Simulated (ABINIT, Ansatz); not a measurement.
# SrTiO3 (Tausonite): changed settings of a GW run in ABINIT

Aim: change inputs of a GW run on SrTiO3 (Tausonite) and see what moves.

Main program and level: ABINIT 10.8.3; PBE and many-body steps on it, plane waves.

## (1) The structure

It takes space group Pm-3m (No. 221, cubic). The conventional cell has a = 3.905 Å, b = 3.905 Å, c = 3.905 Å, α = 90.00°, β = 90.00°, γ = 90.00°. Nearest to Sr lie 12 O at 2.76 Å. Nearest to Ti lie 6 O at 1.95 Å. Nearest to O lie 2 Ti at 1.95 Å and 4 Sr at 2.76 Å. Farther neighbours and most contacts between anions are not listed.

Coordinates:

```cif
data_structure
_symmetry_space_group_name_H-M 'Pm-3m'
_symmetry_Int_Tables_number 221
_cell_length_a 3.9053
_cell_length_b 3.9053
_cell_length_c 3.9053
_cell_angle_alpha 90.000
_cell_angle_beta 90.000
_cell_angle_gamma 90.000
_cell_volume 59.56
loop_
_atom_site_label
_atom_site_type_symbol
_atom_site_symmetry_multiplicity
_atom_site_Wyckoff_symbol
_atom_site_fract_x
_atom_site_fract_y
_atom_site_fract_z
_atom_site_occupancy
Sr1 Sr 1 b 0.50000 0.50000 0.50000 1
Ti1 Ti 1 a 0.00000 0.00000 0.00000 1
O1 O 3 d 0.50000 0.00000 0.00000 1
```

The cell and positions come from the Crystallography Open Database and are kept as given unless a step says otherwise.

## (2) Screening, 4×4×4 mesh, 238 bands, screening to 212.2 eV

This step: ABINIT 10.8.3; RPA screening on PBE, plane waves, norm-conserving pseudopotentials.

The RPA dielectric matrix is built and inverted for each q.

File run.abi:

```
acell 3*1.0 Angstrom
rprim 
  3.905280000000 0.000000000000 0.000000000000
  0.000000000000 3.905280000000 0.000000000000
  0.000000000000 0.000000000000 3.905280000000
ntypat 3
znucl 38 22 8
natom 5
typat 1 2 3 3 3
xred 
  0.500000000000 0.500000000000 0.500000000000
  0.000000000000 0.000000000000 0.000000000000
  0.500000000000 0.000000000000 0.000000000000
  0.000000000000 0.500000000000 0.000000000000
  0.000000000000 0.000000000000 0.500000000000
pp_dirpath "pseudos"
pseudos "Sr.upf, Ti.upf, O.upf"
ecut 38
ngkpt 4 4 4
nshiftk 1
shiftk 0 0 0
kptopt 1
chksymbreak 0
istwfk *1
occopt 1
irdwfk 1
optdriver 3
nband 238
ecuteps 7.8
inclvkb 2
awtr 1
symchi 1
indata_prefix "in"
outdata_prefix "out"
tmpdata_prefix "tmp"
```

Command:

```console
$ OMP_NUM_THREADS=1 mpirun -n 8 abinit run.abi > log
```

The log of the run:

```text
.Version 10.8.3 of ABINIT. v10.8.2 released Aug 2026.

 Symmetries : space group Pm -3 m (#221); Bravais cP (primitive cubic)
[... echo of the input left out ...]
== DATASET  1 ==================================================================
-   mpi_nproc: 8, omp_nthreads: 1 (-1 if OMP is not activated)

--- !DatasetInfo
iteration_state: {dtset: 1, }
dimensions: {natom: 5, nkpt: 10, mband: 238, nsppol: 1, nspinor: 1, nspden: 1, mpw: 4632, }
cutoff_energies: {ecut:  38.0, pawecutdg:  -1.0, }
electrons: {nelect:   4.00000000E+01, charge:   0.00000000E+00, occopt:   1.00000000E+00, tsmear:   1.00000000E-02, }

 SCREENING: Calculation of the susceptibility and dielectric matrices

 Based on a program developped by R.W. Godby, V. Olevano, G. Onida, and L. Reining.
 Incorporated in ABINIT by V. Olevano, G.-M. Rignanese, and M. Torrent.
.Using double precision arithmetic ; gwpc =  8

[... cell and pseudopotentials left out ...]
--------------------------------------------------------------------------------

 ==== K-mesh for the wavefunctions ====
 Number of points in the irreducible wedge :    10
[... list of points left out ...]
 Together with 48 symmetry operations and time-reversal symmetry
 yields    64 points in the full Brillouin Zone.

 ==== Q-mesh for the screening function ====
 Number of points in the irreducible wedge :    10
[... list of points left out ...]
 Together with 48 symmetry operations and time-reversal symmetry
 yields    64 points in the full Brillouin Zone.

 setmesh: FFT mesh size selected  =    30x   30x   30
          total number of points  =        27000

 vcoul_init : cutoff-mode = AUXILIARY_FUNCTION
 q-points for optical limit:   1
     1)      0.000010    0.000020    0.000030

- screening: taking advantage of time-reversal symmetry
- Maximum band index for partially occupied states nbvw = 20
- Remaining bands to be divided among processors   nbcw = 218
- Number of bands treated by each node ~27

 Number of electrons calculated from density =   40.0000; Expected =   40.0000
 average of density, n =  0.099519
 r_s =    1.3387
 omega_plasma =   30.4305 [eV]

 calculating chi0 at frequencies [eV] :
  1    0.000000E+00    0.000000E+00
  2    0.000000E+00    3.043050E+01

--------------------------------------------------------------------------------
  q-point number  1        q = ( 0.000000, 0.000000, 0.000000) [r.l.u.]
--------------------------------------------------------------------------------
[... chi0 elements left out ...]
 For q-point:  0.000010 0.000020 0.000030
  dielectric constant =   6.3893
  dielectric constant without local fields =   6.7766

  Average fulfillment of the sum rule on Im[epsilon] for q-point    1 :     78.78  [%]
[... wings left out ...]
  q-point number  2        q = ( 0.250000, 0.000000, 0.000000) [r.l.u.]
--------------------------------------------------------------------------------
[... chi0 elements left out ...]
  Average fulfillment of the sum rule on Im[epsilon] for q-point    2 :     85.50  [%]

 [... 8 further q-points ...]
```

It took 4.7 min on 8 MPI ranks of Arm Neoverse N1, shared host; peak memory 2.8 GiB.

Numbers from this step:

```yaml
eps_infinity_with_local_fields_on_this_mesh_along_the_program_s_q_direction: 6.389
the_same_without_local_fields: 6.777
plasma_frequency: 30.43 eV
plane_waves_in_the_screening_matrix: 437
```

Local fields lower ε∞ by 6 %. On a Γ-centred mesh this coarse the value itself is usually too large, while a short band sum pulls it down.

## (3) Base

The self-energy is evaluated for the states that the input lists, and the levels follow from it, in one-shot runs by the linearised quasiparticle equation.

This step: G0W0 on PBE, plane waves, norm-conserving pseudopotentials.

Changes to run.abi since step 2:

```diff
@@ -26,8 +26,17 @@
 irdwfk 1
-optdriver 3
+optdriver 4
 nband 238
+gwcalctyp 0
+ecutsigx 38
+symsigma 1
+nkptgw 2
+kptgw 
+  0.5000000000 0.5000000000 0.5000000000
+  0.0000000000 0.0000000000 0.0000000000
+bdgw 
+  18 23
+  18 23
 ecuteps 7.8
-inclvkb 2
-awtr 1
-symchi 1
+irdscr 1
+ppmodel 1
 indata_prefix "in"
```

The log of the run:

```text
.Version 10.8.3 of ABINIT. v10.8.2 released Aug 2026.

 Symmetries : space group Pm -3 m (#221); Bravais cP (primitive cubic)
[... echo of the input left out ...]
== DATASET  1 ==================================================================
-   mpi_nproc: 8, omp_nthreads: 1 (-1 if OMP is not activated)

--- !DatasetInfo
iteration_state: {dtset: 1, }
dimensions: {natom: 5, nkpt: 10, mband: 238, nsppol: 1, nspinor: 1, nspden: 1, mpw: 4632, }
cutoff_energies: {ecut:  38.0, pawecutdg:  -1.0, }
electrons: {nelect:   4.00000000E+01, charge:   0.00000000E+00, occopt:   1.00000000E+00, tsmear:   1.00000000E-02, }

 SIGMA: Calculation of the GW corrections

 Based on a program developped by R.W. Godby, V. Olevano, G. Onida, and L. Reining.
 Incorporated in ABINIT by V. Olevano, G.-M. Rignanese, and M. Torrent.
.Using double precision arithmetic ; gwpc =  8

[... cell and pseudopotentials left out ...]
--------------------------------------------------------------------------------

 ==== K-mesh for the wavefunctions ====
 Number of points in the irreducible wedge :    10
[... list of points left out ...]
 Together with 48 symmetry operations and time-reversal symmetry
 yields    64 points in the full Brillouin Zone.

 ==== Q-mesh for screening function ====
 Number of points in the irreducible wedge :    10
[... list of points left out ...]
 Together with 48 symmetry operations and time-reversal symmetry
 yields    64 points in the full Brillouin Zone.

 vcoul_init : cutoff-mode = AUXILIARY_FUNCTION
 q-points for optical limit:   1
     1)      0.000010    0.000020    0.000030
 setmesh: FFT mesh size selected  =    45x   45x   45
          total number of points  =        91125

 Number of electrons calculated from density =   40.0000; Expected =   40.0000
 average of density, n =  0.099519
 r_s =    1.3387
 omega_plasma =   30.4305 [eV]

 === KS Band Gaps ===
  >>>> For spin  1
   Minimum direct gap =   2.2628 [eV], located at k-point      :   0.0000  0.0000  0.0000
   Fundamental gap    =   1.9077 [eV], Top of valence bands at :   0.5000  0.5000  0.5000
                                       Bottom of conduction at :   0.0000  0.0000  0.0000
 SIGMA fundamental parameters:
 PLASMON POLE MODEL  1
 number of plane-waves for SigmaX                 4457
 number of plane-waves for SigmaC and W            437
 number of plane-waves for wavefunctions          4457
 number of bands                                   238
 number of independent spin polarizations            1
 number of spinorial components                      1
 number of k-points in IBZ                          10
 number of q-points in IBZ                          10
 number of symmetry operations                      48
 number of k-points in BZ                           64
 number of q-points in BZ                           64
 number of frequencies for dSigma/dE                 9
 frequency step for dSigma/dE [eV]                0.25
 number of omega for Sigma on real axis              0
 max omega for Sigma on real axis  [eV]           0.00
 zcut for avoiding poles [eV]                     0.10

 EPSILON^-1 parameters (SCR file):
 dimension of the eps^-1 matrix on file            437
 dimension of the eps^-1 matrix used               437
 number of plane-waves for wavefunctions          4457
 number of bands                                   238
 number of q-points in IBZ                          10
 number of frequencies                               2
 number of real frequencies                          1
 number of imag frequencies                          1

 matrix elements of self-energy operator (all in [eV])

 Perturbative Calculation

--- !SelfEnergy_ee
iteration_state: {dtset: 1, }
kpoint     : [   0.500,    0.500,    0.500, ]
spin       : 1
KS_gap     :    4.517
QP_gap     :    6.373
Delta_QP_KS:    1.856
data: !SigmaeeData |
     Band     E0 <VxcDFT>   SigX SigC(E0)      Z dSigC/dE  Sig(E)    E-E0       E
       18   6.925 -20.195 -25.189   4.661   0.766  -0.306 -20.450  -0.255   6.670
       19   6.925 -20.195 -25.189   4.661   0.766  -0.306 -20.450  -0.255   6.670
       20   6.925 -20.195 -25.189   4.661   0.766  -0.306 -20.450  -0.255   6.670
       21  11.442 -21.983 -12.959  -6.859   0.739  -0.353 -20.383   1.601  13.043
       22  11.442 -21.983 -12.959  -6.859   0.739  -0.353 -20.383   1.601  13.043
       23  11.442 -21.983 -12.959  -6.859   0.739  -0.353 -20.383   1.601  13.043

--- !SelfEnergy_ee
iteration_state: {dtset: 1, }
kpoint     : [   0.000,    0.000,    0.000, ]
spin       : 1
KS_gap     :    2.263
QP_gap     :    3.854
Delta_QP_KS:    1.591
data: !SigmaeeData |
     Band     E0 <VxcDFT>   SigX SigC(E0)      Z dSigC/dE  Sig(E)    E-E0       E
[...]
21   8.833 -18.883 -11.450  -5.747   0.780  -0.282 -17.568   1.315  10.148
       22   8.833 -18.883 -11.450  -5.747   0.780  -0.282 -17.568   1.315  10.148
       23   8.833 -18.883 -11.450  -5.747   0.780  -0.282 -17.568   1.315  10.148

== END DATASET(S) ==============================================================
================================================================================

 -outvars: echo values of variables after computation  --------
           etotal      0.0000000000E+00
            nband         238
             nkpt          10
          spgroup         221
 [... the other variables as echoed above ...]

 Calculation completed.
```

It took 62 s on 8 MPI ranks; peak memory 2.9 GiB; 8.3 min of CPU time.

Numbers from this step:

```yaml
g0w0_gap_on_the_points_computed: 3.478 eV
starting_gap_on_the_mesh: 1.908 eV
k_of_the_valence_top: 0.5, 0.5, 0.5
k_of_the_conduction_bottom: 0, 0, 0
z_at_the_valence_top: 0.766
z_at_the_conduction_bottom: 0.78
least_direct_g0w0_gap_on_the_computed_points: 3.854 eV
```

The gap on the mesh goes from 1.91 eV to 3.48 eV, a correction of +1.57 eV.

[end of part 1 of 2]

[Paths, hosts, dates, memory and timing lines, banners, echoed tables and standing remarks are left out of the program output.]

[Logs are printed without paths, hosts, clocks, repeated set-up lines and the standing remarks that a program may print on its own settings, such as how far it seeks lower states.]

[Runs of the session that timed out or met a known fault of the program may be left out.]

[No measured gap is set beside runs whose start may be inverted or whose files or cutoffs have a known fault.]

[Hosts, paths, dates, database ids (printed as entryN), source tags and the programs' standing remarks are cut or masked in the printed files.]

[G0W0 gaps are taken among the corrected bands and points alone; a level outside them can change the order at an edge.]

[Where Ansatz stands beside ABINIT at settings called matched, ABINIT's density can come from a denser mesh and the files from another edition; pairs whose starting gaps differed by over 0.03 eV were left out, so agreement reads better than it is.]
